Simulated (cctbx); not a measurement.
# What resolution and counting buy: BiH3

Space group P-3c1 (no. 165), a = 6.2590 Å, b = 6.2590 Å, c = 6.7350 Å, α = 90.00°, β = 90.00°, γ = 120.00°.

```csv
atom,mult.,x,y,z,Ueq (Å²)
Bi1,6,0.3393,0,1/4,0.0035
H1,2,0,0,1/4,0.0111
H2,4,1/3,2/3,0.6919,0.0113
H3,12,0.3605,0.0419,0.5964,0.0118
```

The model was made for the exercise: a known structure type with other elements put in, its volume estimated, not relaxed; displacement parameters are assumed.

Five simulated data sets (cctbx; Ag Kα, λ = 0.56087 Å; 2 % proportional error) differ in resolution or exposure (noise floor 4 counts in the first three, 8 in the last two). Each is refined with the right model, isotropic at 1.1 Å and anisotropic otherwise. How do the figures of merit and the uncertainties move?

| d min (Å) | top counts | ⟨I/σ⟩ (unmerged, absences included) | unique | param. (scale apart) | Rint | R1 | GooF | largest s.u. xyz (fractional) | s.u. U of H1 (Å²) | largest error (Å) |
| --- | --- | --- | --- | --- | --- | --- | --- | --- | --- | --- |
| 1.1 | 40000 | 16.7 | 61 | 9 | 0.017 | 0.0064 | 0.87 | 0.01623 | 0.0274 | 0.2338 |
| 0.84 | 40000 | 16.1 | 135 | 12 | 0.018 | 0.0072 | 0.89 | 0.01163 | 0.0254 | 0.0827 |
| 0.6 | 40000 | 16.6 | 377 | 12 | 0.017 | 0.0073 | 0.93 | 0.00966 | 0.0196 | 0.0170 |
| 0.75 | 300 | 2.0 | 191 | 12 | 0.191 | 0.0296 | 0.90 | 0.24023 | 0.9537 | 0.2324 |
| 0.75 | 3000 | 7.1 | 191 | 12 | 0.038 | 0.0168 | 0.89 | 0.04034 | 0.1405 | 0.1700 |

The number of reflections grows roughly as 1/d³: 61, 135 and 377 here. R1 follows the noise rather than the truth: at 300 counts it is 0.0296, at 3000 counts 0.0168, while GooF is 0.90 and 0.89: the weights 1/σ² carry the noise. The s.u. of U (U11 where anisotropic) for H1 goes 0.0274, 0.0254, 0.0196 Å² with resolution and 0.9537, 0.1405 Å² with exposure.

Hardware for the 0.6 Å refinement: 0.79 s on 1 thread of Arm Neoverse N1, with other jobs on the host, peak memory 0.09 GiB.

[Logs are printed without paths, hosts, clocks, repeated set-up lines and the standing remarks that a program may print on its own settings, such as how far it seeks lower states.]
